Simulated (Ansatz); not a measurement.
# A low-energy model for SrTiO3 (Tausonite): bands, U and J, part 2 of 2

How strongly is the local Coulomb interaction screened in SrTiO3 (Tausonite)?

Ansatz 0.2.0; non-magnetic LDA, then constrained RPA, plane waves, PAW.

So far. Step 2 (LDA bands and orbital weights): The gap is indirect, with the least direct gap 0.35 eV higher. Step 3 (Constrained RPA: Ti t2g, bands c1 to c3, 6×6×6 mesh …): On the Ti t2g shell, screening brings the on-site interaction from 15.3 eV down to U = 3.26 eV.

## Step 4: Constrained RPA: Ti t2g + anion p, bands v9 to c3, 6×6×6 mesh, medium accuracy

Level of this step: constrained RPA on LDA, plane waves, PAW (Ansatz).

input.yaml reads:

```yaml
crystal:
  lattice:
    - [-3.90528, 0.0, 0.0]
    - [0.0, 0.0, -3.90528]
    - [0.0, -3.90528, 0.0]
  atoms:
    - { symbol: Sr, position: [0.5, 0.5, 0.5] }
    - { symbol: Ti, position: [0.0, 0.0, 0.0] }
    - { symbol: O, position: [0.5, 0.0, 0.0] }
    - { symbol: O, position: [0.0, 0.5, 0.0] }
    - { symbol: O, position: [0.0, 0.0, 0.5] }
kpoints:
  mp_grid: { grid: [6, 6, 6] }
hamiltonian:
  xc: lda
scf:
  occupations: { method: gaussian, width: 0.08 }
  n_extra_bands: 19
  max_iter: 150
  lower_state_search: "off"
output:
  crpa:
    kmesh: [6, 6, 6]
    target_bands: [v9, c3]
    projections:
      - { species: Ti, l: d, shell: 3, orbitals: [dxz, dyz, dxy] }
      - { species: O, l: p, shell: 2 }
  local_orbitals:
    kmesh: [6, 6, 6]
    orbitals:
      - { species: Ti, l: d, shell: 3, orbitals: [dxz, dyz, dxy] }
      - { species: O, l: p, shell: 2 }
    window: { bands: [v9, c3] }
    seedname: lo
```

Started as:

```sh
$ ansatz run input.yaml --threads 4 --pin off --max-ram 14745MiB --backend cpu --events-out ev --progress --plain --runs-dir out
```

Numbers of over 12 decimals in the logs are rounded to 6 here.

The log of the run:

```text
[...]
Crystal: 5 atoms, lattice volume = 59.560 Å³
Basis set: ecut = 420 eV, 1189 PW (Γ)
Bands: 39, of which v1, the nominal top of the filled ones, is band 20 counted from 1 (19 counted from 0)
Symmetry: 48 space group operations
[...]
k-points: 20 of 216
[...]
SCF iter   1: F=—  HF=-7569.413779 eV  |F-HF|=—  |Δ(HF+E_count)|=         —  Δρ=1.88e-2  dr2=1.98e-1  ethr=1.77e-3  ⟨swp⟩=7.7  Hψ=4094  notcnv=0  defer=115
[...]
SCF iter   6: F=-7569.370020 eV  HF=-7569.370020 eV  |F-HF|=3.25e-9  |Δ(HF+E_count)|=   6.30e-8  Δρ=4.60e-6  dr2=1.06e-8  ethr=2.50e-10  ⟨swp⟩=11.2  Hψ=4496  notcnv=0
SCF 1 converged in 6 iterations: F = -7569.370020 eV  dr2 = 1.06e-8
[...]
cRPA screening: q 1/216
cRPA screening: q 2/216
cRPA screening: q 8/216 (q-point 3)
cRPA screening: q 14/216 (q-point 4)
cRPA screening: q 17/216 (q-point 8)
cRPA screening: q 23/216 (q-point 9)
cRPA screening: q 35/216 (q-point 10)
cRPA screening: q 47/216 (q-point 11)
cRPA screening: q 59/216 (q-point 12)
cRPA screening: q 65/216 (q-point 15)
[...]
cRPA screening: q 198/216 (q-point 89)
cRPA screening: q 204/216 (q-point 94)
cRPA screening: q 210/216 (q-point 95)
cRPA screening: q 216/216 (q-point 130)
SCF converged after 6 iterations
Free energy (F): -7569.370020 eV
[...]
Internal energy: -7569.370020 eV  (E = F + TS)
E sigma→0 (E₀):  -7569.370020 eV
Fermi energy:    10.495919 eV
[...]
--- Band table (eV; the first three rows and the last of 20) ---
  k-point 0: bands = [... 16 lower, 8.4147, 9.2557, 9.2557, 9.2557, 11.3867, 11.3867, 11.3867, 13.9760, ... 15 higher]
  k-point 1: bands = [... 16 lower, 8.1763, 8.4904, 9.1028, 9.1028, 11.4283, 11.9800, 11.9800, 13.9847, ... 15 higher]
  k-point 2: bands = [... 16 lower, 7.4815, 7.7605, 8.9360, 8.9360, 11.5147, 12.9351, 12.9351, 13.9933, ... 15 higher]
  k-point 19: bands = [... 16 lower, 5.8360, 9.6051, 9.6051, 9.6051, 14.0572, 14.0572, 14.0572, 16.4920, ... 15 higher]
[...]
χ-basis size per q: N_G = 203..228
[...]
Each shell's averages of U are screened by what lies outside the whole window alone: parameters of one model of all the shells.
    Site 1, 3D, 3 of 5 d orbitals (Wannier functions 1, 2, 3; wannier90's mr 2, 3, 5):
      screened: U = 6.3386 eV, U' = 5.2539 eV, J = 0.5500 eV
      screened, to within: U = 9.9e-3 eV, U' = 9.9e-3 eV, J = 8.7e-4 eV
      bare: V = 17.9654 eV, V' = 16.6114 eV, J = 0.6867 eV
    Site 2, 2P, 3 of 3 p orbitals (Wannier functions 4, 5, 6; wannier90's mr 1, 2, 3):
      screened: U = 6.2845 eV, U' = 4.9207 eV, J = 0.6315 eV
      screened, to within: U = 1.2e-2 eV, U' = 1.2e-2 eV, J = 1.2e-3 eV
      bare: V = 18.0343 eV, V' = 16.2405 eV, J = 0.8264 eV
    Site 3, 2P, 3 of 3 p orbitals (Wannier functions 7, 8, 9; wannier90's mr 1, 2, 3):
      screened: U = 6.2845 eV, U' = 4.9207 eV, J = 0.6315 eV
      screened, to within: U = 1.2e-2 eV, U' = 1.2e-2 eV, J = 1.2e-3 eV
      bare: V = 18.0343 eV, V' = 16.2405 eV, J = 0.8264 eV
    Site 4, 2P, 3 of 3 p orbitals (Wannier functions 10, 11, 12; wannier90's mr 1, 2, 3):
      screened: U = 6.2845 eV, U' = 4.9207 eV, J = 0.6315 eV
      screened, to within: U = 1.2e-2 eV, U' = 1.2e-2 eV, J = 1.2e-3 eV
      bare: V = 18.0343 eV, V' = 16.2405 eV, J = 0.8264 eV
[...]
```

Wall time 12 min (4 threads of Arm Neoverse V1, shared host); peak memory 0.87 GiB.

This step gave:

```yaml
u: 6.339 eV
u_prime_inter_orbital: 5.254 eV
j: 0.5500 eV
bare_v: 17.97 eV
bare_j: 0.6867 eV
stated_bound_on_u: 0.009890 eV
u_over_bare_v: 0.3528
electrons_in_the_window: 18
head_of_the_constrained_inverse_dielectric_matrix: 0.2772
least_eigenvalue_of_the_projection_s_overlap: 0.6056
target_functions: 12
bands_in_the_sums: 46
r_m_s_miss_of_the_model_bands: 0.001041 eV
width_of_the_target_bands: 9.183 eV
weight_of_the_projected_orbitals_in_the_window: 0.9512
```

On the Ti t2g shell, screening brings the on-site interaction from 18.0 eV down to U = 6.34 eV.

Kanamori averages over each shell's functions. Crpa shells, by row:

```
site  element  shell  orbitals  U (eV)  U' (eV)  J (eV)  bare V (eV)  bare V' (eV)  bare J (eV)  bound on U (eV)
   2       Ti     3D         3   6.339    5.254    0.55        17.97         16.61       0.6867          0.00989
   3        O     2P         3   6.285    4.921  0.6315        18.03         16.24       0.8264          0.01115
   4        O     2P         3   6.285    4.921  0.6315        18.03         16.24       0.8264          0.01115
   5        O     2P         3   6.285    4.921  0.6315        18.03         16.24       0.8264          0.01115
```

Projected local orbitals of the target window. The electronic bands at the labelled points (eV, zero at the Fermi level; v1 is the highest filled band, c1 the lowest empty one):

```
    point     v4     v3     v2     v1    c1    c2    c3
        Γ  -2.08  -1.24  -1.24  -1.24  0.89  0.89  0.89
  halfway  -2.58  -2.54  -1.49  -1.49  0.97  1.98  1.98
        X  -3.28  -2.92  -1.62  -1.62  1.06  2.87  2.87
  halfway  -2.80  -2.37  -2.22  -1.54  2.05  2.88  2.98
        M  -2.62  -2.47  -2.47  -0.98  2.88  2.88  3.33
  halfway  -2.62  -2.27  -1.97  -1.64  1.94  2.09  2.35
        Γ  -2.08  -1.24  -1.24  -1.24  0.89  0.89  0.89
  halfway  -3.71  -1.83  -1.83  -1.52  2.42  2.47  2.47
        R  -4.66  -0.89  -0.89  -0.89  3.56  3.56  3.56
  halfway  -3.64  -1.85  -1.71  -1.43  2.55  3.06  3.09
        X  -3.28  -2.92  -1.62  -1.62  1.06  2.87  2.87
jump to R  -4.66  -0.89  -0.89  -0.89  3.56  3.56  3.56
  halfway  -4.06  -1.57  -1.57  -0.94  3.16  3.16  3.44
        M  -2.62  -2.47  -2.47  -0.98  2.88  2.88  3.33
```

The same for Kohn-Sham, solved directly:

```
point     v4     v3     v2     v1    c1    c2    c3
    Γ  -2.08  -1.24  -1.24  -1.24  0.89  0.89  0.89
    X  -3.28  -2.92  -1.62  -1.62  1.06  2.87  2.87
    M  -2.62  -2.47  -2.47  -0.98  2.88  2.88  3.33
    Γ  -2.08  -1.24  -1.24  -1.24  0.89  0.89  0.89
    R  -4.66  -0.89  -0.89  -0.89  3.56  3.56  3.56
    X  -3.28  -2.92  -1.62  -1.62  1.06  2.87  2.87
    R  -4.66  -0.89  -0.89  -0.89  3.56  3.56  3.56
    M  -2.62  -2.47  -2.47  -0.98  2.88  2.88  3.33
```

Onsite levels, by row:

```
orbital  level less Fermi level (eV)
Ti2 dxz                        1.202
Ti2 dyz                        1.202
Ti2 dxy                        1.202
  O3 pz                       -2.347
  O3 px                       -3.983
  O3 py                       -2.347
  O4 pz                       -3.983
  O4 px                       -2.347
  O4 py                       -2.347
  O5 pz                       -2.347
  O5 px                       -2.347
  O5 py                       -3.983
```

Largest distinct elements between sites. Hoppings, by row:

```
   from       to     cell  distance (Å)   t (eV)
Ti2 dyz    O4 py   0 -1 0         1.953   -1.321
  O5 py    O5 py   0 0 -1         3.905   0.6701
  O3 pz    O4 px    1 0 0         2.761   0.2619
  O5 py    O3 py    0 0 1         2.761   0.2334
  O3 py    O3 py   -1 0 0         3.905  -0.1808
  O3 py    O3 py  0 -1 -1         5.523   0.0709
  O4 py    O3 py    0 0 0         2.761  -0.0669
  O3 py    O3 pz   0 -1 1         5.523  -0.0622
Ti2 dxz  Ti2 dxz    0 1 0         3.905  -0.0435
  O3 px    O3 px    2 0 0         7.811    0.041
  O3 pz    O4 px   1 0 -1         4.783     0.04
  O4 px    O4 px    1 0 0         3.905   0.0384
```

## Step 5: The windows together

Times are wall times on 4 threads of Arm Neoverse V1, shared host, good to a factor of about two.

```
          target  bands  functions  width (eV)  bare V (eV)  U (eV)  U′ (eV)  J (eV)   U/V     time
          Ti t2g  c1–c3          3        2.67        15.32    3.26     2.44    0.40  0.21  1.9 min
Ti t2g + anion p  v9–c3         12        9.18        17.97    6.34     5.25    0.55  0.35   12 min
```

## Step 6: Results

```yaml
ti_t2g: U 3.26 eV, U′ 2.44 eV, J 0.40 eV, bare V 15.3 eV
ti_t2g_anion_p: U 6.34 eV, U′ 5.25 eV, J 0.55 eV, bare V 18.0 eV
method: constrained RPA on non-magnetic LDA, 6×6×6 mesh, static; search for lower states off
```

In words: For Ti t2g, screening cuts the on-site interaction from 15.32 eV to 3.26 eV (21 %), while J goes only from 0.53 eV to 0.40 eV: the monopole is screened far more than the multipoles. U − 2J differs from U′ by +0.02 eV, so the Kanamori relation holds well. U is 1.2 times the width of the target bands. With the window Ti t2g + anion p U becomes 6.34 eV and the bare V 17.97 eV, so U/V goes from 0.21 to 0.35. The window Ti t2g is empty, so it holds no transition to leave out and its U is the fully screened RPA value. The parent state is non-magnetic and the interaction static (zero frequency); U depends on the window and the orbitals, so it belongs to this model alone. A window that holds the anion p bands defines a model with explicit ligands; its U belongs to that model and is not the U of DFT+U.

[Paths, hosts, dates, memory and timing lines, banners, echoed tables and standing remarks are left out of the program output.]

[Logs are printed without paths, hosts, clocks, repeated set-up lines and the standing remarks that a program may print on its own settings, such as how far it seeks lower states.]

[Runs of the session that timed out or met a known fault of the program may be left out.]

[Hosts, paths, dates, database ids (printed as entryN), source tags and the programs' standing remarks are cut or masked in the printed files.]
